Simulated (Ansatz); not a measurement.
# SrLiH3 (model cell, started as cubic perovskite with Sr in the octahedra): a soft mode frozen in

Wanted: the energy along a soft mode of SrLiH3 (model cell, started as cubic perovskite with Sr in the octahedra) and the structure at the end.

Method: DFT PBEsol, scalar-relativistic, plane waves, PAW, in Ansatz 0.2.0.

The structure was built from a prototype and need not be the compound's stable phase.

## (1) The structure

Symmetry: Pm-3m, No. 221, cubic system. The conventional cell has a = 4.592 Å, b = 4.592 Å, c = 4.592 Å, α = 90.00°, β = 90.00°, γ = 90.00°. Li has 12 H at 3.25 Å nearest. Nearest to Sr lie 6 H at 2.30 Å. Nearest to H lie 2 Sr at 2.30 Å. Farther neighbours are not listed.

## (2) The dispersion

The cell comes from relaxations at this level that are not shown. Stability and thermal properties need the whole zone. Linear response on a 4×4×4 q mesh gives force constants as far as a supercell of that size would, and the tensors from the zone-centre run are typed in so that the long-range dipole term is interpolated apart.

input.yaml

```yaml
crystal:
  lattice:
    - [4.5923772974, 0.0, 0.0]
    - [0.0, 4.5923772974, 0.0]
    - [0.0, 0.0, 4.5923772974]
  atoms:
    - { symbol: Li, position: [0.0, 0.0, 0.0] }
    - { symbol: Sr, position: [0.5, 0.5, 0.5] }
    - { symbol: H, position: [0.5, 0.5, 0.0] }
    - { symbol: H, position: [0.5, 0.0, 0.5] }
    - { symbol: H, position: [0.0, 0.5, 0.5] }
kpoints:
  mp_grid: { grid: [8, 8, 8] }
hamiltonian:
  xc: pbesol
scf:
  occupations: { method: fixed }
output:
  eigenvalues: true
phonons:
  method: dfpt
  qmesh: [4, 4, 4]
  temperatures: { t_max: 1000, t_step: 50 }
  qpath:
    path:
      - [[0.0, 0.0, 0.0], [0.0, 0.5, 0.0], [0.5, 0.5, 0.0], [0.0, 0.0, 0.0], [0.5, 0.5, 0.5], [0.0, 0.5, 0.0]]
      - [[0.5, 0.5, 0.5], [0.5, 0.5, 0.0]]
    npoints: 10
  non_analytic_term:
    high_frequency_dielectric_tensor: [[3.8409, 0.0, 0.0], [0.0, 3.8409, 0.0], [0.0, 0.0, 3.8409]]
    born_effective_charges:
      - { species: Li, tensor: [[1.4242, 0.0, 0.0], [0.0, 1.4242, 0.0], [0.0, 0.0, 1.4242]] }
      - { species: Sr, tensor: [[1.5973, 0.0, 0.0], [0.0, 1.5973, 0.0], [0.0, 0.0, 1.5973]] }
      - { species: H, tensor: [[-1.0177, 0.0, 0.0], [0.0, -1.0177, 0.0], [0.0, 0.0, -0.9862]] }
      - { species: H, tensor: [[-1.0177, 0.0, 0.0], [0.0, -0.9862, 0.0], [0.0, 0.0, -1.0177]] }
      - { species: H, tensor: [[-0.9862, 0.0, 0.0], [0.0, -1.0177, 0.0], [0.0, 0.0, -1.0177]] }
    source: "zone-centre run at this cell"
```

Launch:

```bash
$ ansatz run input.yaml --threads 8 --pin off --max-ram 14336MiB --backend cpu --events-out ev --progress --plain --runs-dir out
```

Numbers of over 12 decimals in the logs are rounded to 6 here.

The log of the run:

```text
Engine: ansatz 0.2.0, aarch64-unknown-linux-gnu
Pseudopotentials: kind: paw
Pseudopotential: Li, paw, valence charge 3, recommended cutoff 420 eV (normal), Li.paw.azcp
Pseudopotential: Sr, paw, valence charge 10, recommended cutoff 420 eV (normal), Sr.paw.azcp
Pseudopotential: H, paw, valence charge 1, recommended cutoff 420 eV (normal), H.paw.azcp
Functional definition: PBEsol
  exchange = pbesol_x
  correlation = pbesol_c
Crystal: 5 atoms, lattice volume = 96.853 Å³
Basis set: ecut = 420 eV, 1863 PW (Γ), exchange–correlation on 64×64×64 points (8 copies of the dense FFT grid, shifted against one another)
Bands: 13, of which v1, the nominal top of the filled ones, is band 8 counted from 1 (7 counted from 0)
Symmetry: 48 space group operations
k-points: 35 of 512
Non-local potential: Li, projectors of the file, l = 0: 3, l = 1: 2, l = 2: 1
Non-local potential: Sr, projectors of the file, l = 0: 3, l = 1: 2, l = 2: 2
Non-local potential: H, projectors of the file, l = 0: 2, l = 1: 1
PAW form: soft (Blöchl's): semilocal exchange-correlation on the pseudo side does not see the compensation charge
PAW frozen core: Sr, regenerated for the run's functional, and the local potential with it (the file was generated under x = pbe(κ = 0.804, μ = 0.219515), c = pbe(β = 0.066725))
PAW one-centre angular grid: Li, 110 points (default); XC on 64 Gauss nodes
PAW one-centre angular grid: Sr, 110 points (default); XC on 64 Gauss nodes
PAW one-centre angular grid: H, 110 points (default); XC on 64 Gauss nodes
Initial density: superposition of atomic densities (neutral atoms: chi_scale 0, normalization atom), corrected by the library's trained network
Initial wavefunctions: pseudopotential atomic-orbital guess
Functional: x = pbesol(κ = 0.804, μ = 0.123457), c = pbesol(β = 0.046)
SCF iter   1: F=—  HF=-3742.326067 eV  |F-HF|=—  |Δ(HF+E_count)|=         —  Δρ=6.18e-3  dr2=3.57e-2  ethr=1.77e-3  ⟨swp⟩=5.3  Hψ=2630  notcnv=0  defer=66
preconditioner: auto → Resta (q_TF=auto, 2.021 Å⁻¹)  ε∞=3.6  [insulator: Δε(μ)=1.554 eV  Ē_g=5.748 eV  n_scr=18 (ndim 8)  ℏωp=9.2 eV  f_vac=0.000  ε∞_Penn≈3.6]
SCF iter   2: F=—  HF=-3742.317532 eV  |F-HF|=—  |Δ(HF+E_count)|=   8.53e-3  Δρ=2.48e-3  dr2=6.73e-3  ethr=2.23e-4  ⟨swp⟩=1.5  Hψ=759  notcnv=0  defer=77
SCF iter   3: F=—  HF=-3742.316038 eV  |F-HF|=—  |Δ(HF+E_count)|=   1.49e-3  Δρ=2.52e-4  dr2=1.09e-4  ethr=4.21e-5  ⟨swp⟩=2.0  Hψ=602  notcnv=0  defer=91
SCF iter   4: F=—  HF=-3742.316089 eV  |F-HF|=—  |Δ(HF+E_count)|=   5.14e-5  Δρ=6.45e-5  dr2=3.04e-6  ethr=6.83e-7  ⟨swp⟩=2.3  Hψ=681  notcnv=0  defer=92
SCF iter   5: F=—  HF=-3742.316092 eV  |F-HF|=—  |Δ(HF+E_count)|=   3.30e-6  Δρ=1.65e-5  dr2=2.35e-7  ethr=1.90e-8  ⟨swp⟩=2.5  Hψ=671  notcnv=0  defer=63
SCF iter   6: F=—  HF=-3742.316088 eV  |F-HF|=—  |Δ(HF+E_count)|=   4.16e-6  Δρ=2.71e-6  dr2=1.18e-8  ethr=1.47e-9  ⟨swp⟩=2.5  Hψ=581  notcnv=0  defer=50
SCF iter   7: F=—  HF=-3742.316088 eV  |F-HF|=—  |Δ(HF+E_count)|=   3.77e-9  Δρ=6.14e-7  dr2=3.83e-10  ethr=7.35e-11  ⟨swp⟩=2.8  Hψ=660  notcnv=0  defer=50
SCF iter   8: F=-3742.316088 eV  HF=-3742.316088 eV  |F-HF|=3.64e-12  |Δ(HF+E_count)|=  2.35e-10  Δρ=1.14e-7  dr2=9.73e-12  ethr=1.00e-12  ⟨swp⟩=11.9  Hψ=3753  notcnv=0
SCF 1 converged in 8 iterations: F = -3742.316088 eV  dr2 = 9.73e-12
  greatest PAW one-centre occupation: 0.999 electrons in one spin orbital (limit 2), on the Li atom at site 0 (counted from 0), in its partial waves of l = 0
NSCF: frozen V_eff on 35 k-points
NSCF: frozen V_eff on 125 k-points
DFPT response loops at q = (0, 0, 0) (fractional): preconditioner auto → none (the input reference at scf.mixing.eps_inf says where Resta's filter doesn't serve); β = 0.50; Broyden in place of MSR1
NSCF: frozen V_eff on 400 k-points
DFPT response loops at q = (0, 0, 0.25) (fractional): preconditioner auto → Resta (q_TF=auto, 2.021 Å⁻¹)  ε∞=6.0 (no band partly filled); β = 1.00, the filter's whole step (`scf.mixing.beta` (0.50) is not read by the response loops at its default; to damp them type it under 1.00, their step now; it binds the ground state too); Broyden in place of MSR1
NSCF: frozen V_eff on 250 k-points
DFPT response loops at q = (0, 0, -0.5) (fractional): mixed as the last ones told, above
NSCF: frozen V_eff on 640 k-points
DFPT response loops at q = (0, 0.25, 0.25) (fractional): mixed as the last ones told, above
NSCF: frozen V_eff on 400 k-points
DFPT response loops at q = (0, 0.25, -0.5) (fractional): mixed as the last ones told, above
NSCF: frozen V_eff on 250 k-points
DFPT response loops at q = (0, -0.5, -0.5) (fractional): mixed as the last ones told, above
NSCF: frozen V_eff on 1024 k-points
DFPT response loops at q = (0.25, 0.25, 0.25) (fractional): mixed as the last ones told, above
NSCF: frozen V_eff on 640 k-points
DFPT response loops at q = (0.25, 0.25, -0.5) (fractional): mixed as the last ones told, above
NSCF: frozen V_eff on 400 k-points
DFPT response loops at q = (0.25, -0.5, -0.5) (fractional): mixed as the last ones told, above
NSCF: frozen V_eff on 250 k-points
DFPT response loops at q = (-0.5, -0.5, -0.5) (fractional): mixed as the last ones told, above
SCF converged after 8 iterations
Free energy (F): -3742.316088 eV
Harris-Foulkes:  -3742.316088 eV  (|F-HF|=3.64e-12)
Internal energy: -3742.316088 eV  (E = F + TS)
E sigma→0 (E₀):  -3742.316088 eV
Fermi energy:    0.729304 eV
--- Per-component energies (eV) ---
  E_band       = -243.601976
  E_kinetic    = 305.125268
  E_local      = -1029.250079  (includes V_loc(G=0)·N_el)
  E_nonlocal   = 174.396936
  E_hartree    = 284.467530
  E_xc         = -207.231868
  E_vxc        = -207.707025  (∫ρ·V_xc dr)
  E_paw        = -2665.373208  (= ΣΔE_a)
  E_vpaw       = -55.098808  (= ΣTr[D̂ρ^β])
  E_aug_tail   = -0.003343  (compensation charges beyond the density's cutoff)
  E_ewald      = -604.581672
  E_core_change = 0.134347  (= ΣΔE_core)
  E_smearing   = -0.000000  (= −TS)
  E_closure    = -0.000000  (closes the sum)
  Σ components = -3742.316088   (vs F -3742.316088, Δ=0.00e0)
--- Band table (eV; the first three rows and the last of 35) ---
  k-point 0: bands = [... 4 lower, -14.1340, -2.5207, -0.2758, -0.2758, 5.8724, 5.8724, 5.8724, 6.0194, ... 1 higher]
  k-point 1: bands = [... 4 lower, -14.1332, -2.4134, -0.2554, -0.2341, 5.1913, 5.7674, 5.7674, 6.6098, ... 1 higher]
  k-point 2: bands = [... 4 lower, -14.1311, -2.1334, -0.2050, -0.1607, 4.6624, 5.5419, 5.5419, 6.9526, ... 1 higher]
  k-point 34: bands = [... 4 lower, -14.2435, 0.7293, 0.7293, 0.7293, 2.9950, 2.9950, 2.9950, 5.1768, ... 1 higher]
--- Phonons (Γ-DFPT): 4 representative perturbations + reference (Σ response iterations 12) ---
  ASR residual: 7.769e-5 → 0.000e0 eV/Å²; symmetrization residual: 2.796e-7 eV/Å²
  ASR residual per site (eV/Å²): 4.73e-7 7.77e-5 2.79e-5 2.79e-5 2.79e-5
  Γ frequencies (cm⁻¹): -421.03 -421.03 -421.03 -418.93 -418.93 -418.93 0.00 0.00 0.00 241.57 241.57 241.57 1287.16 1287.16 1287.16
--- Phonons (arbitrary-q DFPT): 10 irreducible q on the 4×4×4 mesh ---
  q = [0.0000, 0.0000, 0.0000] (star 1, of the zone-centre solve; hermiticity 8.22e-8, symmetrization 1.74e-13): -421.03 -421.03 -421.03 -418.93 -418.93 -418.93 -0.00 -0.00 0.00 241.57 241.57 241.57 1287.16 1287.16 1287.16
  q = [0.0000, 0.0000, 0.2500] (star 6, 9 solved perturbations in 1560 linear systems a pass and spin channel, the states on 200 of 512 k-point pairs; hermiticity 9.08e-8, symmetrization 9.26e-14): -409.65 -409.65 -380.67 -380.67 -359.58 37.14 37.14 86.86 139.86 211.85 211.85 432.01 1286.79 1286.79 1351.26
  q = [0.0000, 0.0000, -0.5000] (star 3, 9 solved perturbations in 975 linear systems a pass and spin channel, the states on 125 of 512 k-point pairs; hermiticity 1.63e-7, symmetrization 8.26e-8): -396.74 -396.74 -346.97 -346.97 -295.01 71.30 71.30 115.64 161.89 174.42 174.42 452.40 1286.42 1286.42 1362.59
  q = [0.0000, 0.2500, 0.2500] (star 12, 9 solved perturbations in 2460 linear systems a pass and spin channel, the states on 320 of 512 k-point pairs; hermiticity 5.11e-8, symmetrization 1.57e-14): -478.05 -380.38 -370.57 -356.95 -308.43 37.05 88.18 96.71 171.66 216.98 307.44 451.07 1286.45 1296.20 1357.11
  q = [0.0000, 0.2500, -0.5000] (star 12, 15 solved perturbations on 200 of 512 k-point pairs; hermiticity 5.48e-8, symmetrization 2.38e-8): -495.06 -370.42 -340.75 -323.30 -319.41 68.22 94.91 102.03 120.88 305.36 321.34 472.62 1286.11 1299.01 1367.34
  q = [0.0000, -0.5000, -0.5000] (star 3, 9 solved perturbations in 975 linear systems a pass and spin channel, the states on 125 of 512 k-point pairs; hermiticity 6.82e-8, symmetrization 3.37e-8): -553.41 -361.61 -361.61 -282.17 -282.17 -136.36 64.15 123.98 123.98 378.50 378.50 488.18 1285.78 1306.59 1375.71
  q = [0.2500, 0.2500, 0.2500] (star 8, 4 solved perturbations in 1376 linear systems a pass and spin channel, the states on 512 of 512 k-point pairs; hermiticity 3.73e-8, symmetrization 7.79e-14): -491.70 -465.42 -465.42 -280.26 -280.26 -135.72 108.72 112.92 112.92 377.12 377.12 469.00 1295.67 1295.67 1362.96
  q = [0.2500, 0.2500, -0.5000] (star 12, 9 solved perturbations in 2460 linear systems a pass and spin channel, the states on 320 of 512 k-point pairs; hermiticity 2.92e-7, symmetrization 1.50e-7): -508.60 -478.65 -471.69 -294.17 -272.66 -173.10 109.92 118.21 146.64 416.61 426.34 491.08 1295.16 1300.34 1372.52
  q = [0.2500, -0.5000, -0.5000] (star 6, 9 solved perturbations in 1560 linear systems a pass and spin channel, the states on 200 of 512 k-point pairs; hermiticity 4.71e-8, symmetrization 4.14e-9): -556.53 -495.61 -495.61 -283.34 -283.34 -224.37 116.43 146.76 146.76 473.66 473.66 507.27 1296.64 1306.03 1380.79
  q = [-0.5000, -0.5000, -0.5000] (star 1, 4 solved perturbations in 350 linear systems a pass and spin channel, the states on 125 of 512 k-point pairs; hermiticity 4.59e-8, symmetrization 1.91e-8): -559.63 -559.63 -559.63 -280.43 -280.43 -280.43 149.25 149.25 149.25 522.55 522.55 522.55 1305.47 1305.47 1388.51
  sum rule: each row above includes the acoustic sum rule's correction from the zone centre's row sums; it moved no ω² by more than (2.74 cm⁻¹)²
  mesh force constants: q→R imaginary residual 8.35e-19; ASR residual 7.769e-5 → 0.000e0 eV/Å²; symmetrization residual 7.105e-15 eV/Å²
  interpolated dispersion: 63 rows × 15 modes
  density of states and harmonic sums: on the 16×16×16 q-mesh, interpolated from the force constants of a 4×4×4 supercell (with the dipole–dipole term of supplied tensors)
  largest difference from the sums on the solved wave vectors: F 1.20e-3 eV, S 4.64e-6 and C_V 2.72e-6 eV/K
  zero-point energy: 0.338378 eV/cell   skipped modes (ω ≤ 0): 917, of them read as no rigid motion or as one in doubt: 914 (5.555e0 modes/cell left out, lowest -559.63 cm⁻¹)   left out of the sums: 3.70e-1 of the cell's modes: C_V's classical limit lies that fraction below 3 k_B per atom; for a crystal, a wire or a layer, F and S can be off by more, and a phonons.interpolated_qmesh denser along its periods is the remedy for the sampling
```

Run time: 2 min. Hardware: 8 threads of Arm Neoverse V2, shared host; peak memory 1.5 GiB; 15 min of CPU time.

This step gave:

| Item | Value |
| --- | --- |
| gap on the k-mesh | 1.664 eV |
| volume per atom | 19.37 Å³ |
| sum-rule residual before enforcement | 7.77e-5 eV/Å² |
| lowest frequency on the path | -559.6 cm⁻¹ |
| point group | m-3m |
| highest frequency on the path or at a solved wavevector | 1389 cm⁻¹ |
| highest optical mode at the zone centre (no LO-TO term) | 1287 cm⁻¹ |
| lowest optical zone-centre mode | -421.0 cm⁻¹ |
| lowest mode on the q mesh (acoustic modes at Γ apart) | -559.6 cm⁻¹ |

Frequencies (cm⁻¹) solved at each irreducible wavevector; negative means imaginary. Frequencies by wavevector, by row:

| q in reciprocal lattice units | star | mode 1 | mode 2 | mode 3 | mode 4 | mode 13 | mode 14 | mode 15 |
| --- | --- | --- | --- | --- | --- | --- | --- | --- |
| 0 0 0 | 1 | -421 | -421 | -421 | -418.9 | 1287 | 1287 | 1287 |
| 0 0 0.25 | 6 | -409.6 | -409.6 | -380.7 | -380.7 | 1287 | 1287 | 1351 |
| 0 0 -0.5 | 3 | -396.7 | -396.7 | -347 | -347 | 1286 | 1286 | 1363 |
| 0 0.25 0.25 | 12 | -478.1 | -380.4 | -370.6 | -356.9 | 1286 | 1296 | 1357 |
| 0 0.25 -0.5 | 12 | -495.1 | -370.4 | -340.8 | -323.3 | 1286 | 1299 | 1367 |
| 0 -0.5 -0.5 | 3 | -553.4 | -361.6 | -361.6 | -282.2 | 1286 | 1307 | 1376 |
| 0.25 0.25 0.25 | 8 | -491.7 | -465.4 | -465.4 | -280.3 | 1296 | 1296 | 1363 |
| 0.25 0.25 -0.5 | 12 | -508.6 | -478.6 | -471.7 | -294.2 | 1295 | 1300 | 1372 |
| 0.25 -0.5 -0.5 | 6 | -556.5 | -495.6 | -495.6 | -283.3 | 1297 | 1306 | 1381 |
| -0.5 -0.5 -0.5 | 1 | -559.6 | -559.6 | -559.6 | -280.4 | 1306 | 1306 | 1388 |

Interpolated from a 4×4×4 q mesh, with the LO-TO term (at Γ the limit along the path; where Γ stands inside the path, tables give the limit on arrival). The phonon branches at the labelled points (cm⁻¹):

| point | branch 1 | branch 2 | branch 3 | branch 4 | branch 12 | branch 13 | branch 14 | branch 15 |
| --- | --- | --- | --- | --- | --- | --- | --- | --- |
| Γ | -421 | -421 | -421 | -419 | 412 | 1287 | 1287 | 1341 |
| halfway | -410 | -410 | -381 | -381 | 432 | 1287 | 1287 | 1351 |
| X | -397 | -397 | -347 | -347 | 452 | 1286 | 1286 | 1363 |
| halfway | -495 | -370 | -341 | -323 | 473 | 1286 | 1299 | 1367 |
| M | -553 | -362 | -362 | -282 | 488 | 1286 | 1307 | 1376 |
| halfway | -478 | -380 | -371 | -357 | 451 | 1286 | 1296 | 1357 |
| Γ | -421 | -421 | -421 | -419 | 412 | 1287 | 1287 | 1341 |
| halfway | -492 | -465 | -465 | -280 | 469 | 1296 | 1296 | 1363 |
| R | -560 | -560 | -560 | -280 | 523 | 1306 | 1306 | 1388 |
| halfway | -509 | -479 | -472 | -294 | 491 | 1295 | 1300 | 1372 |
| X | -397 | -397 | -347 | -347 | 452 | 1286 | 1286 | 1363 |
| jump to R | -560 | -560 | -560 | -280 | 523 | 1306 | 1306 | 1388 |
| halfway | -556 | -496 | -496 | -283 | 507 | 1297 | 1306 | 1381 |
| M | -553 | -362 | -362 | -282 | 488 | 1286 | 1307 | 1376 |

Symmetry leaves 10 wavevectors to solve. The lowest mode among them, the acoustic zeros apart, lies at q = (-0.5, -0.5, -0.5) and is imaginary, 559.6i cm⁻¹, so the energy falls along it.

## (3) The mode frozen in, largest atomic shift 0 Å

The mode followed lies at q = (-0.5, -0.5, -0.5) with frequency 559.6i cm⁻¹ and is 3-fold degenerate, the softest among the wavevectors solved. At small amplitude the distorted cell has space group no. 74 by a symmetry search on the positions. The undistorted cell that holds it gives the zero of energy on the same k mesh.

System of this step: SrLiH3 (model cell, started as cubic perovskite with Sr in the octahedra). The structure is cubic, space group Pm-3m (No. 221). Conventional cell: a = 4.592 Å, b = 4.592 Å, c = 4.592 Å, α = 90.00°, β = 90.00°, γ = 90.00°. Li has 12 H at 3.25 Å nearest. Nearest to Sr lie 6 H at 2.30 Å. H has 2 Sr at 2.30 Å nearest. Farther neighbours are not listed.

input.yaml

```yaml
crystal:
  lattice:
    - [4.5923772974, 4.5923772974, 0.0]
    - [4.5923772974, 0.0, 4.5923772974]
    - [4.5923772974, 0.0, -4.5923772974]
  atoms:
    - { symbol: Li, position: [0.0, 0.5, 0.5] }
    - { symbol: Li, position: [0.0, 0.0, 1.0] }
    - { symbol: Sr, position: [0.5, 0.25, 0.75] }
    - { symbol: Sr, position: [0.5, 0.75, 0.25] }
    - { symbol: H, position: [0.5, 0.5, 0.5] }
    - { symbol: H, position: [0.5, 0.0, 0.0] }
    - { symbol: H, position: [0.0, 0.5, 0.0] }
    - { symbol: H, position: [0.0, 0.0, 0.5] }
    - { symbol: H, position: [0.5, 0.5, 0.0] }
    - { symbol: H, position: [0.5, 0.0, 0.5] }
kpoints:
  mp_grid: { grid: [6, 6, 6] }
hamiltonian:
  xc: pbesol
scf:
  occupations: { method: gaussian, width: 0.02 }
output:
  forces: true
  stress: true
  eigenvalues: true
```

The log of the run:

```text
[...]
Crystal: 10 atoms, lattice volume = 193.706 Å³
Basis set: ecut = 420 eV, 3767 PW (Γ), exchange–correlation on 90×90×90 points (8 copies of the dense FFT grid, shifted against one another)
Bands: 26, of which v1, the nominal top of the filled ones, is band 16 counted from 1 (15 counted from 0)
Symmetry: 96 space group operations
[...]
k-points: 16 of 216
[...]
k-point 0: bands = [... 12 lower, -0.2758, 0.7293, 0.7293, 0.7293, 2.9950, 2.9950, 2.9950, 5.1768, ... 5 higher]
  k-point 1: bands = [... 12 lower, -0.2308, 0.3459, 0.6219, 0.6219, 3.0820, 3.1957, 3.1957, 5.0152, ... 5 higher]
  k-point 2: bands = [... 12 lower, -0.0973, -0.0973, 0.3783, 0.3783, 3.2764, 3.7291, 3.7291, 4.2064, ... 5 higher]
  k-point 15: bands = [... 12 lower, -0.1046, -0.0365, 0.1215, 0.1682, 2.8235, 3.8132, 5.4274, 5.5744, ... 5 higher]
[key lines of the parts left out:]
SCF converged after 6 iterations
Free energy (F): -7484.632187 eV
Fermi energy:    1.561169 eV
P = ⅓ Tr σ = -0.0030 GPa (-0.030 kbar)
```

It took 0.66 s on 8 threads; peak memory 0.59 GiB; 3.6 s of CPU time.

Numbers from this step:

```yaml
pressure: -0.002956 GPa
energy_from_the_undistorted_cell: 0 meV/atom
```

At this level the gap is 1.66 eV on the k-mesh of the self-consistent run, which can miss the band edges.

(Part 1 of 3 ends here.)

[Logs are printed without paths, hosts, clocks, repeated set-up lines and the standing remarks that a program may print on its own settings, such as how far it seeks lower states.]

[Hosts, paths, dates, database ids (printed as entryN), source tags and the programs' standing remarks are cut or masked in the printed files.]
